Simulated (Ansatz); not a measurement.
## G0W0 on several functionals: TiO2 (Anatase)

Aim: G0W0 for TiO2 (Anatase) on several starting functionals, at one mesh, band count and screening cutoff.

Main program and level: Ansatz 0.2.0; G0W0 on several functionals, plane waves, PAW.

This is a report of a sequence of runs, with most program output left out.

In doubt: masses and optical values from hybrid runs of this build are listed as unsure (steps 3, 4), which bears on the screening that GW takes from such a start.

## Step 1: The structure

Symmetry: I4_1/amd, No. 141, tetragonal system. The conventional cell has a = 3.784 Å, b = 3.784 Å, c = 9.515 Å, α = 90.00°, β = 90.00°, γ = 90.00°. Nearest to Ti lie 6 O at 1.93 to 1.98 Å. Nearest to O lie 3 Ti at 1.93 to 1.98 Å. Farther neighbours and most contacts between anions are not listed.

The cell and positions come from the Crystallography Open Database and are kept as given unless a step says otherwise. The default PAW set here is soft_2. Its files were made with PBE.

## Step 2: G0W0 on PBE

Now the one-shot GW correction: screening in the RPA, then the self-energy of the levels asked for.

This step: G0W0 on PBE, plane waves, PAW.

Contents of input.yaml:

```yaml
crystal:
  lattice:
    - [-1.8921, 1.8921, 4.7573]
    - [1.8921, -1.8921, 4.7573]
    - [1.8921, 1.8921, -4.7573]
  atoms:
    - { symbol: Ti, position: [0.0, 0.0, 0.0] }
    - { symbol: Ti, position: [0.75, 0.25, 0.5] }
    - { symbol: O, position: [0.2081, 0.2081, 0.0] }
    - { symbol: O, position: [0.9581, 0.4581, 0.5] }
    - { symbol: O, position: [0.5419, 0.0419, 0.5] }
    - { symbol: O, position: [0.7919, 0.7919, 0.0] }
kpoints:
  mp_grid: { grid: [6, 6, 6] }
hamiltonian:
  xc: pbe
scf:
  occupations: { method: fixed }
gw:
  n_empty_bands: 437
  ecut_chi: 200.0
  qp_bands: [v2, c2]
  qp_kpoints: band_edges
  screening: { model: contour_deformation }
```

The run is started by

```bash
$ ansatz run input.yaml --threads 3 --pin off --max-ram 64512MiB --backend cuda --events-out ev --progress --plain --runs-dir out --devices 1 --max-vram 24GiB  # rebuilt from the run's record
```

It took 66 s on 1 × NVIDIA H100 80GB HBM3 (shared by 3 runs) with 3 threads of AMD EPYC 7R13 (Zen 3), shared host; peak memory 2.6 GiB; 1.9 min of CPU time.

Numbers from this step:

```
bands summed                                 : 461
RPA ε∞ on this mesh (eigenvalues)            : 5.996, 6.550, 6.550
plane waves in the screening matrix          : 447
q-points in the mesh                         : 216
G0W0 gap on the mesh                         : 3.654 eV
k of the valence top                         : 0, 0, -0.5
k of the conduction bottom                   : 0, 0, 0
starting gap on the mesh                     : 2.167 eV
Z at the valence top                         : 0.7049
Z at the conduction bottom                   : 0.7286
least direct G0W0 gap on the computed points : 3.991 eV
```

The gap on the mesh goes from 2.17 eV to 3.65 eV, a correction of +1.49 eV. Between the two edge states, bare exchange in place of the xc potential would open the gap by 12.59 eV, and correlation takes back 11.10 eV.

## Step 3: G0W0 on HSE06

One-shot GW remembers its start. Another functional's orbitals and levels show by how much.

This step: G0W0 on HSE06, plane waves, PAW.

Edit input.yaml of step 2 so:

```diff
@@ -15,3 +15,3 @@
 hamiltonian:
-  xc: pbe
+  xc: hse06
 scf:
```

Run time: 2.6 min. Hardware: 1 × NVIDIA H100 80GB HBM3 (shared by 3 runs) with 3 threads; peak memory 3.2 GiB; 3.8 min of CPU time.

Numbers from this step:

```
bands summed                                 : 461
RPA ε∞ on this mesh (eigenvalues)            : 4.409, 4.640, 4.640
plane waves in the screening matrix          : 447
q-points in the mesh                         : 216
G0W0 gap on the mesh                         : 4.048 eV
k of the valence top                         : 0, 0, -0.5
k of the conduction bottom                   : 0, 0, 0
starting gap on the mesh                     : 3.665 eV
Z at the valence top                         : 0.7529
Z at the conduction bottom                   : 0.7722
least direct G0W0 gap on the computed points : 4.403 eV
```

Against the run with 6×6×6 mesh, 437 empty bands, screening to 200 eV on PBE, the gap moves by +0.39 eV, while the start moved by +1.50 eV.

## Step 4: G0W0 on PBE0

This step: G0W0 on PBE0, plane waves, PAW.

Edit input.yaml of step 3 so:

```diff
@@ -15,3 +15,3 @@
 hamiltonian:
-  xc: hse06
+  xc: pbe0
 scf:
```

Run time: 2.4 min. Hardware: 1 × NVIDIA H100 80GB HBM3 (shared by 3 runs) with 3 threads; peak memory 3.1 GiB; 3.5 min of CPU time.

Numbers from this step:

```
bands summed                                 : 461
RPA ε∞ on this mesh (eigenvalues)            : 4.120, 4.302, 4.302
plane waves in the screening matrix          : 447
G0W0 gap on the mesh                         : 4.322 eV
k of the valence top                         : 0, 0, -0.5
k of the conduction bottom                   : 0, 0, 0
starting gap on the mesh                     : 4.408 eV
least direct G0W0 gap on the computed points : 4.679 eV
```

Against the run with 6×6×6 mesh, 437 empty bands, screening to 200 eV on HSE06, the gap moves by +0.27 eV, while the start moved by +0.74 eV.

## Step 5: The starts together

All on the 6×6×6 mesh with 437 empty bands and screening to 200 eV. Times are wall times on 1 × NVIDIA H100 80GB HBM3 (shared by 3 runs) with 3 threads of AMD EPYC 7R13 (Zen 3), shared host, good to a factor of about two.

```csv
start,starting gap (eV),shift (eV),G0W0 gap (eV),RPA ε∞ (harmonic mean),"Z (valence, conduction)",time
PBE,2.17,+1.49,3.65,6.35,"0.70, 0.73",66 s
HSE06,3.66,+0.38,4.05,4.56,"0.75, 0.77",2.6 min
PBE0,4.41,−0.09,4.32,4.24,"0.77, 0.79",2.4 min
```

The parts of the quasiparticle energy at the two band edges (eV; QP = start + Σx + Σc − Vxc):

```csv
run,edge,start,Σx,Σc,Vxc,Z,QP
PBE,valence top,7.29,-25.81,4.43,-20.94,0.70,6.85
PBE,conduction bottom,9.46,-13.08,-6.67,-20.79,0.73,10.50
HSE06,valence top,6.29,-25.93,4.04,-22.01,0.75,6.40
HSE06,conduction bottom,9.95,-12.40,-6.22,-19.11,0.77,10.45
PBE0,valence top,5.89,-25.94,3.89,-22.42,0.77,6.26
PBE0,conduction bottom,10.30,-12.38,-6.07,-18.73,0.79,10.58
```

For a hybrid start, Vxc holds its share of exact exchange.

## Step 6: What came out

```
G0W0@PBE     : 3.65 eV (start 2.17 eV)
G0W0@HSE06   : 4.05 eV (start 3.66 eV)
G0W0@PBE0    : 4.32 eV (start 4.41 eV)
known limits : not at the basis limit
```

**Reading.** The starting gaps span 2.24 eV and the G0W0 gaps 0.67 eV. Between PBE and PBE0, 0.67 eV of the 2.24 eV survives, 30 %. PBE0 screens less than PBE (ε∞ 4.24 against 6.35). Of the 0.67 eV by which its G0W0 gap is higher, the correlation part gives +1.14 eV, and exchange with the one-particle terms, which follow the orbitals, −0.47 eV. On PBE0 the correction is negative: that start lies above its own G0W0 value. The smallest correction, −0.09 eV, is on PBE0, the start nearest to reproducing itself. Bands and cutoff are finite, so the gap is not at the basis limit. The miss can reach some tenths of an eV and take either sign; the mesh is an error of its own.

[Paths, hosts, dates, memory and timing lines, banners, echoed tables and standing remarks are left out of the program output.]

[Logs are printed without paths, hosts, clocks, repeated set-up lines and the standing remarks that a program may print on its own settings, such as how far it seeks lower states.]

[Runs of the session that timed out or met a known fault of the program may be left out.]

[Cells called generated may have been cut or substituted from an entry of the Crystallography Open Database or the Materials Project.]

[Hosts, paths, dates, database ids (printed as entryN), source tags and the programs' standing remarks are cut or masked in the printed files.]
